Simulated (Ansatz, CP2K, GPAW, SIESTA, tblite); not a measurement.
# (10,0) carbon nanotube (120 atoms) in other programs, against a plane-wave reference

Aim: run (10,0) carbon nanotube (120 atoms) in several programs and set results and cost side by side. A plane-wave run serves as the reference.

Program: Ansatz 0.2.0. Level of theory: Kohn-Sham DFT, PBE, PAW, plane waves. Results are calculated unless marked as measured.

### Step 1. Starting point

The cell holds 120 atoms: 120 C. Cell: a = 19.830 Å, b = 19.830 Å, c = 12.783 Å, α = 90.0°, β = 90.0°, γ = 90.0°. It derives from C (graphene). Graphene sheet (a = 2.46 Å) rolled into a (10,0) tube of diameter 7.83 Å, 3 periods, 12 Å of vacuum; not relaxed, displaced by a Gaussian of 0.02 Å. Then every atom was moved at random, 0.03 Å r.m.s. a Cartesian component. Vacuum lies along a and b. The structure's axis is c.

### Step 2. Plane-wave reference

The PAW files are the set soft_2.

input.yaml reads:

```yaml
crystal:
  lattice:
    - [19.83042, 0.0, 0.0]
    - [0.0, 19.83042, 0.0]
    - [0.0, 0.0, 12.78253]
  atoms:
    - { symbol: C, position: [0.69344, 0.50043, 0.11575] }
    - { symbol: C, position: [0.68787, 0.56068, 0.05421] }
    - { symbol: C, position: [0.66076, 0.61722, 0.11013] }
    - { symbol: C, position: [0.61733, 0.65703, 0.0531] }
    [... 110 atom lines left out ...]
    - { symbol: C, position: [0.6584, 0.38591, 0.77317] }
    - { symbol: C, position: [0.68642, 0.43613, 0.72332] }
    - { symbol: C, position: [0.61742, 0.33935, 0.94427] }
    - { symbol: C, position: [0.66038, 0.38494, 0.88971] }
    - { symbol: C, position: [0.6905, 0.4408, 0.94237] }
    - { symbol: C, position: [0.69817, 0.49806, 0.89023] }
kpoints:
  mp_grid: { grid: [1, 1, 1] }
hamiltonian:
  xc: pbe
scf:
  occupations: { method: fermi_dirac, width: 0.05 }
output:
  forces: true
  eigenvalues: true
  populations: true
```

Started as:

```sh
ansatz run input.yaml --threads 4 --pin off --max-ram 15872MiB --backend cpu --events-out ev --progress --plain --runs-dir out
```

Log:

```text
[...]
Pseudopotentials: kind: paw
Pseudopotential: C, paw, valence charge 4, recommended cutoff 420 eV (normal), C.paw.azcp
[... 5 lines on functional and potentials left out ...]
Crystal: 120 atoms, lattice volume = 5026.673 Å³
Basis set: ecut = 420 eV, 98251 PW (Γ), exchange–correlation on 270×270×180 points (8 copies of the dense FFT grid, shifted against one another)
Bands: 360, of which v1, the nominal top of the filled ones, is band 240 counted from 1 (239 counted from 0)
Symmetry: 1 space group operations
Space group: P1 (ITA 1), of the structure as read, at distance tolerance 1.7e-4 Å
k-points: 1
[... 3 lines on functional and potentials left out ...]
Initial density: superposition of atomic densities (neutral atoms: chi_scale 0, normalization atom), corrected by the library's trained network
Initial wavefunctions: pseudopotential atomic-orbital guess
[...]
SCF iter   1: F=—  HF=-30085.793530 eV  |F-HF|=—  |Δ(HF+E_count)|=         —  Δρ=2.27e-3  dr2=2.66e-1  ethr=1.77e-3  ⟨swp⟩=8.0  Hψ=1871  notcnv=0  defer=97
preconditioner: auto → Resta (q_TF=auto, 1.845 Å⁻¹)  ε∞=1.6  [insulator: Δε(μ)=0.818 eV  Ē_g=14.537 eV  σ=0.050 eV  W_gap=1.00  n_scr=506 (ndim 8)  ℏωp=11.5 eV  f_vac=0.750  D(μ)=0.03/eV (n_scr^D=0)  ε∞_Penn≈1.6  vacuum switching on, ρ_ref=1.5e-2 e/Å³]
[...]
SCF iter  10: F=—  HF=-30085.859904 eV  |F-HF|=—  |Δ(HF+E_count)|=   1.45e-6  Δρ=2.23e-6  dr2=1.86e-7  ethr=1.94e-10  ⟨swp⟩=2.0  Hψ=383  notcnv=0  defer=103
SCF iter  11: F=-30085.859905 eV  HF=-30085.859905 eV  |F-HF|=2.31e-7  |Δ(HF+E_count)|=   1.26e-6  Δρ=1.12e-6  dr2=7.10e-8  ethr=2.08e-11  ⟨swp⟩=31.0  Hψ=3378  notcnv=0
SCF 1 converged in 11 iterations: F = -30085.859905 eV  dr2 = 7.10e-8
[...]
SCF converged after 11 iterations
Free energy (F): -30085.859905 eV
Harris-Foulkes:  -30085.859905 eV  (|F-HF|=2.31e-7)
Internal energy: -30085.859325 eV  (E = F + TS)
E sigma→0 (E₀):  -30085.859615 eV
Entropy (-TS):   -0.000580 eV (-0.005 meV/atom)
Fermi energy:    -1.890140 eV
--- Per-component energies (eV) ---
[...]
Σ components = -30085.859905   (vs F -30085.859905, Δ=0.00e0)
--- Forces (eV/Å), atoms counted from 1 ---
  atom   1  C      1.12223071    -0.99769820    -4.19925257
  atom   2  C     -0.27924307     0.49856973     2.55069789
  atom   3  C      0.35744641    -1.17733841     1.27889160
  atom   4  C     -2.66992511     2.66200555     1.50322767
[...]
atom 120  C      0.22784219     3.91261818    -2.06544845
  max |Σ_I F_I| component: 7.06e-5 eV/Å
--- Band table (eV) ---
  k-point 0: bands = ["-21.7729", "-21.5940", "-21.5670", "-21.1875", [... 344 levels ...], "4.7970", "4.8066", "4.8138", "4.8348", "4.8409", "4.8545", "4.8781", "4.8974", "4.9024", "4.9198", "4.9424", "4.9856"]
--- Löwdin populations: 120 sites ---
  site symbol       q [e]
     0      C      3.9518
     1      C      3.9588
     2      C      3.9567
[...]
119      C      3.9507
  spilling = 0.010720 (of n_electrons = 480.000000)
```

Elapsed: 91 s, on 4 threads of Arm Neoverse V1, shared host; peak memory 4.8 GiB.

The column dr2 measures how far the density is from self-consistency, as an energy; F and HF (Harris–Foulkes) agree once it is small.

The run gave:

```
free energy                                      : -30085.8599 eV
free energy per atom                             : -250.7155 eV/atom
SCF cycles                                       : 11
r.m.s. force component                           : 2.146 eV/Å
longest force                                    : 7.806 eV/Å
Fermi energy                                     : -1.89 eV
gap (highest filled to lowest empty level) : 0.8213 eV
spilling of the projection                       : 0.01072
```

Length of the force by element:

| element | coordination | atoms | mean length of the force (eV/Å) | spread | least | most |
| --- | --- | --- | --- | --- | --- | --- |
| C | all | 120 | 3.30 | 1.70 | 0.444 | 7.81 |

The mean of these charges, 0.043 e, is only the charge that the projection spills.

Löwdin charges by element (they lack the spilled electrons, 0.043 e an atom on average):

| element | coordination | atoms | mean charge (e) | spread | least | most |
| --- | --- | --- | --- | --- | --- | --- |
| C | all | 120 | 0.0429 | 0.005 | 0.0303 | 0.0547 |

The levels nearest the highest filled one (over half full), pooled over k-points and spins:

| level less the highest filled one (eV) | occupation |
| --- | --- |
| -1.22 | 2 |
| -1.13 | 2 |
| -0.428 | 2 |
| -0.401 | 2 |
| -0.102 | 2 |
| 0 | 2.00 |
| 0.821 | 0.001 |
| 0.925 | 0 |
| 1.07 | 0 |
| 1.26 | 0 |
| 1.31 | 0 |
| 1.36 | 0 |

### Step 3. The other programs

The programs:
- CP2K 2026.2: Gaussian basis with GTH pseudopotentials and a plane-wave density; labels give functional, basis (MOLOPT sets; SR short-range, UZH the newer set with its own potentials), grid cutoff/relative cutoff and solver (OT: orbital transformation; TRS4, TC2, SIGN: linear-scaling purification with its sparsity filter), or its built-in tight binding.
- GPAW 26.7.0: PAW with atomic orbitals (LCAO), plane waves or a real-space grid of spacing h.
- SIESTA 5.4.2: numerical atomic orbitals, whose automatically made sets are far from complete, with PseudoDojo norm-conserving potentials that we converted to its format (checked against plane waves on the same files for H, C, O, Si, Ge and Ca alone); labels give functional, basis size, energy shift and mesh cutoff.
- tblite 0.8.0: extended tight binding, driven from Python.

All use the same cell and atoms; the electronic-structure runs use the same k-mesh, and an electronic temperature of 580 K (0.05 eV) where levels are smeared.

Differences are against the plane-wave reference, forces as r.m.s. over components; share is that over the reference's r.m.s. force, slope the least-squares factor from reference forces to these. Total energies of different programs have different zeros and aren't compared.

| run | Δ force, r.m.s. (meV/Å) | share (%) | slope | Δ gap (eV) | cores | CPU time | memory (GiB) |
| --- | --- | --- | --- | --- | --- | --- | --- |
| reference | - | - | - | - | 4 | 5.8 min | 4.8 |
| CP2K BLYP, DZVP-MOLOPT-SR, 450/50 Ry, diagonalisation | 61.4 | 2.86 | 0.998 | -0.0163 | 4 | 5.9 min | 11 |
| CP2K GFN1-xTB, diagonalisation | 130 | 6.06 | 0.966 | - | 1 | 4.9 s | 0.23 |
| CP2K PBE+D3(BJ), DZVP-MOLOPT-SR, 450/50 Ry, diagonalisation | 49.5 | 2.31 | 1.021 | -0.0021 | 4 | 6.4 min | 11 |
| CP2K PBE, DZVP-MOLOPT, 450/50 Ry, diagonalisation | 30.2 | 1.41 | 1.013 | 0.0032 | 4 | 25 min | 11 |
| CP2K PBE, DZVP-MOLOPT-SR, 157/50 Ry, diagonalisation (coarse) | 51.1 | 2.38 | 1.016 | -0.0022 | 2 | 2.7 min | 2.1 |
| CP2K PBE, DZVP-MOLOPT-SR, 225/50 Ry, diagonalisation (coarse) | 54.7 | 2.55 | 1.018 | -0.0021 | 2 | 3.2 min | 3.4 |
| CP2K PBE, DZVP-MOLOPT-SR, 450/20 Ry, diagonalisation (coarse) | 42.1 | 1.96 | 1.017 | -0.0025 | 4 | 5.5 min | 11 |
| CP2K PBE, DZVP-MOLOPT-SR, 450/50 Ry, diagonalisation | 41.8 | 1.95 | 1.017 | -0.0021 | 4 | 6.4 min | 11 |
| CP2K PBE, DZVP-UZH, 450/50 Ry, diagonalisation | 42.0 | 1.96 | 1.018 | 0.0064 | 4 | 7 min | 11 |
| CP2K PBE, SZV-MOLOPT-SR, 450/50 Ry, diagonalisation (coarse) | 590 | 27.5 | 1.266 | 0.109 | 1 | 3.4 min | 8.6 |
| CP2K TPSS, PBE potentials, DZVP-MOLOPT-SR, 450/50 Ry, diagonalisation | 55.3 | 2.58 | 1.023 | 0.0268 | 2 | 10 min | 9.6 |
| GPAW LDA, LCAO dzp, h 0.2 Å | 144 | 6.72 | 1.055 | -0.0017 | 2 | 3.7 min | 2.3 |
| GPAW PBE, LCAO dzp, h 0.2 Å | 187 | 8.70 | 1.069 | 0.0137 | 2 | 3.8 min | 2.3 |
| GPAW PBE, LCAO dzp, h 0.2 Å, other mixer settings | 186 | 8.68 | 1.069 | 0.0137 | 2 | 4.9 min | 2.0 |
| GPAW PBE, LCAO szp(dzp), h 0.2 Å (coarse) | 329 | 15.3 | 1.076 | -0.0475 | 1 | 2.6 min | 2.0 |
| SIESTA PBE, DZP, shift 0.01 Ry, mesh 150 Ry (coarse) | 308 | 14.4 | 1.119 | 0.0198 | 2 | 2.1 min | 0.98 |
| SIESTA PBE, DZP, shift 0.01 Ry, mesh 300 Ry | 308 | 14.4 | 1.119 | 0.0198 | 2 | 5 min | 2.0 |
| SIESTA PBE, DZP, shift 0.04 Ry, mesh 300 Ry (coarse) | 152 | 7.10 | 1.058 | 0.0777 | 2 | 2.6 min | 1.6 |
| SIESTA PBE, SZ, shift 0.01 Ry, mesh 300 Ry (coarse) | 949 | 44.3 | 1.350 | -0.0304 | 1 | 85 s | 1.1 |
| SIESTA PBE, SZP, shift 0.01 Ry, mesh 300 Ry (coarse) | 606 | 28.2 | 1.213 | -0.0684 | 2 | 3.6 min | 1.9 |
| tblite GFN1-xTB | 130 | 6.06 | 0.966 | - | 1 | 2.4 s | 0.23 |
| tblite GFN2-xTB | 160 | 7.47 | 0.955 | - | 1 | 4.3 s | 0.23 |

Rows marked coarse were listed beforehand as settings not expected to be converged; some can still land near the reference.

CPU time is summed over cores on a shared host, where runs went side by side, so it is rough. Symmetry, cutoffs, thresholds, outputs and thread counts weren't matched or tuned between programs; memory under MPI is the largest rank's times the ranks.

Within one program, basis, potentials and functional, energies share a zero. Each run against its twin at the usual cutoff or grid and solver:

| run | twin | Δ energy (meV/atom) | Δ force, r.m.s. (meV/Å) | CPU time over the twin's |
| --- | --- | --- | --- | --- |
| CP2K PBE, DZVP-MOLOPT-SR, 157/50 Ry, diagonalisation | DZVP-MOLOPT-SR, 450/50 Ry, diagonalisation | -0.457 | 31.2 | 0.43 (this twin ran on 4 cores) |
| CP2K PBE, DZVP-MOLOPT-SR, 225/50 Ry, diagonalisation | DZVP-MOLOPT-SR, 450/50 Ry, diagonalisation | -0.205 | 31.3 | 0.49 (this twin ran on 4 cores) |
| CP2K PBE, DZVP-MOLOPT-SR, 450/20 Ry, diagonalisation | DZVP-MOLOPT-SR, 450/50 Ry, diagonalisation | -0.915 | 6.96 | 0.86 |
| GPAW PBE, LCAO dzp, h 0.2 Å, other mixer settings | LCAO dzp, h 0.2 Å | 1.0e-4 | 1.32 | 1.3 |
| SIESTA PBE, DZP, shift 0.01 Ry, mesh 150 Ry | DZP, shift 0.01 Ry, mesh 300 Ry | 0.307 | 1.53 | 0.42 |

### Step 4. Outcome

- reference r.m.s. force component: 2.15 eV/Å
- nearest in forces: CP2K PBE, DZVP-MOLOPT, 450/50 Ry, diagonalisation, 1.4 %
- farthest in forces: SIESTA PBE, SZ, shift 0.01 Ry, mesh 300 Ry (coarse), 44 %
- cheapest electronic-structure run beside the reference: tblite GFN1-xTB, 2.4 s of CPU time

What this shows: The PBE runs in local orbitals, coarse settings apart, differ by 1.4 % (CP2K PBE, DZVP-MOLOPT, 450/50 Ry, diagonalisation) to 14 % (SIESTA PBE, DZP, shift 0.01 Ry, mesh 300 Ry); basis, grid and potentials can all enter. Tight binding differs by 6.1 % (tblite GFN1-xTB) to 7.5 % (tblite GFN2-xTB); it is another model, with fitted parameters of its own, and the xTB methods hold dispersion. Rows with another functional or a dispersion term differ by 2.3 % (CP2K PBE+D3(BJ), DZVP-MOLOPT-SR, 450/50 Ry, diagonalisation) to 6.7 % (GPAW LDA, LCAO dzp, h 0.2 Å), which mixes the change of model with differences of basis and potentials, some of them made for another functional. Runs with settings chosen to be coarse differ by 2.0 % (CP2K PBE, DZVP-MOLOPT-SR, 450/20 Ry, diagonalisation) to 44 % (SIESTA PBE, SZ, shift 0.01 Ry, mesh 300 Ry), their programs' other errors included. Of the electronic-structure runs that take under half the reference's CPU time, CP2K PBE, DZVP-MOLOPT-SR, 157/50 Ry, diagonalisation comes nearest, at 2.4 % in 2.7 min against 5.8 min. SIESTA PBE, SZ, shift 0.01 Ry, mesh 300 Ry stiffens the forces by a factor of 1.35 while following their directions (correlation 0.981); the slopes of the 5 SIESTA runs lie between 1.06 and 1.35. At the same functional, gaps differ from the reference's 0.821 eV by between -0.07 and +0.11 eV. These are spacings on the run's k-points, which needn't hold the band edges. In the reference: filled and empty levels are parted by 0.821 eV at Γ alone; the mesh holds the band edges only if they fold onto it, so the gap at this level can be narrower or closed, while semilocal functionals tend to narrow gaps against experiment. In the reference: Löwdin charges run from +0.03 to +0.05 e, about a mean that is the spilled charge alone. Periodic xTB results under one method name differ between programs and library versions. The electronic-structure runs sample only Γ, in a cell whose periodic width is 13 Å.

[Also dropped from logs without a mark: logging warnings of Python, and SIESTA's first energy breakdown and zero terms.]

[Logs are printed without paths, hosts, clocks, repeated set-up lines and the standing remarks that a program may print on its own settings, such as how far it seeks lower states.]

[Hosts, paths, dates, database ids (printed as entryN), source tags and the programs' standing remarks are cut or masked in the printed files.]
